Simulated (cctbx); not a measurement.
## Occupancies in ScIn2Br2Cl3

Cell a = 12.8320 Å, b = 8.9860 Å, c = 8.1530 Å, α = 90.00°, β = 90.00°, γ = 90.00°; space group Pnma (no. 62); nominal formula ScIn2Br2Cl3.

The data are simulated with cctbx, not measured: Mo Kα, λ = 0.71073 Å, to d = 0.8 Å, 70 % of the full sphere, strongest reflection 20000 counts, noise from counting, a 6 % proportional error and a noise floor of 15 counts (s.d.); no absorption.

With every site full:

```text
Rint 0.060, 1020 unique reflections to 0.80 A
cycle     R1     wR2    GooF  max shift (A)
   1  0.0809  0.1773   3.387   0.00394
   2  0.0223  0.0500   0.955   0.00000
final R1 0.0223 wR2 0.0500 GooF 0.955  parameters 42  data/parameter 24.3
atom        x        y        z      Ueq    occ   su(xyz)  su(Uiso or U11)
In1    0.33210  0.99029  0.44006   0.0092  1.000  0.00004  0.0002
Br1    0.92779  0.46113  0.67350   0.0134  1.000  0.00006  0.0002
Sc1    0.00842  0.25000  0.41558   0.0139  1.000  0.00017  0.0007
Cl1    0.68770  0.25000  0.88923   0.0198  1.000  0.00023  0.0009
Cl2    0.20559  0.75000  0.64819   0.0168  1.000  0.00021  0.0009
Cl3    0.99278  0.75000  0.92695   0.0086  1.000  0.00019  0.0007
difference map: max 1.14 min -1.20 rms 0.28
Q1    0.2382  0.2500  0.6225    4    1.14  0.65 A from Cl1
Q2    0.0565  0.7500  0.2291    4    0.99  2.07 A from Br1
Q3    0.2198  0.7500  0.8674    4    0.96  1.80 A from Cl2
Q4    0.0773  0.7500  0.7090    4    0.95  1.50 A from Sc1
Q5    0.0783  0.7500  0.0543    4    0.92  1.51 A from Cl3
Q6    0.1540  0.7500  0.1468    4    0.90  2.05 A from Cl1
```

With the occupancies of the suspect sites free, each still typed as its main element:

```text
Rint 0.060, 1020 unique reflections to 0.80 A
cycle     R1     wR2    GooF  max shift (A)
   1  0.0461  0.1133   2.165   0.00009
   5  0.0221  0.0496   0.947   0.00003
final R1 0.0221 wR2 0.0495 GooF 0.946  parameters 43  data/parameter 23.7
atom        x        y        z      Ueq    occ   su(xyz)  su(Uiso or U11)
In1    0.33210  0.99029  0.44006   0.0093  1.000  0.00004  0.0002
Br1    0.92779  0.46113  0.67350   0.0135  1.000  0.00006  0.0002
Sc1    0.00842  0.25000  0.41557   0.0128  0.979  0.00017  0.0008
Cl1    0.68768  0.25000  0.88922   0.0199  1.000  0.00022  0.0009
Cl2    0.20559  0.75000  0.64817   0.0169  1.000  0.00020  0.0008
Cl3    0.99278  0.75000  0.92695   0.0087  1.000  0.00018  0.0007
su of occupancy Sc1: 0.007
difference map: max 1.10 min -1.17 rms 0.27
Q1    0.2387  0.2500  0.6225    4    1.11  0.66 A from Cl1
Q2    0.0568  0.7500  0.2290    4    0.99  2.07 A from Br1
Q3    0.2205  0.7500  0.8680    4    0.97  1.80 A from Cl2
Q4    0.0782  0.7500  0.0541    4    0.96  1.51 A from Cl3
Q5    0.0774  0.7500  0.7094    4    0.95  1.50 A from Sc1
Q6    0.0425  0.5314  0.0150    8    0.93  1.76 A from In1
```

**Question.** What is the disorder?

X-rays count electrons. Sc1 refines to 0.979(0.007), or 20.6 electrons; the site truly holds 0.97 Sc, 20.4 electrons, which is 0.970 of Sc. A value under 1 can't tell vacancies from a lighter guest, and one over 1 needs a heavier guest; chemistry or a second radiation must settle which. Occupancy correlates with U and the scale, so the match is approximate.

Freeing them takes R1 from 0.0223 to 0.0221 and GooF from 0.95 to 0.95.

This is a model crystal, built by substitution and not relaxed, with assumed displacement parameters.

[Middle refinement cycles are left out of these outputs.]

[Logs are printed without paths, hosts, clocks, repeated set-up lines and the standing remarks that a program may print on its own settings, such as how far it seeks lower states.]
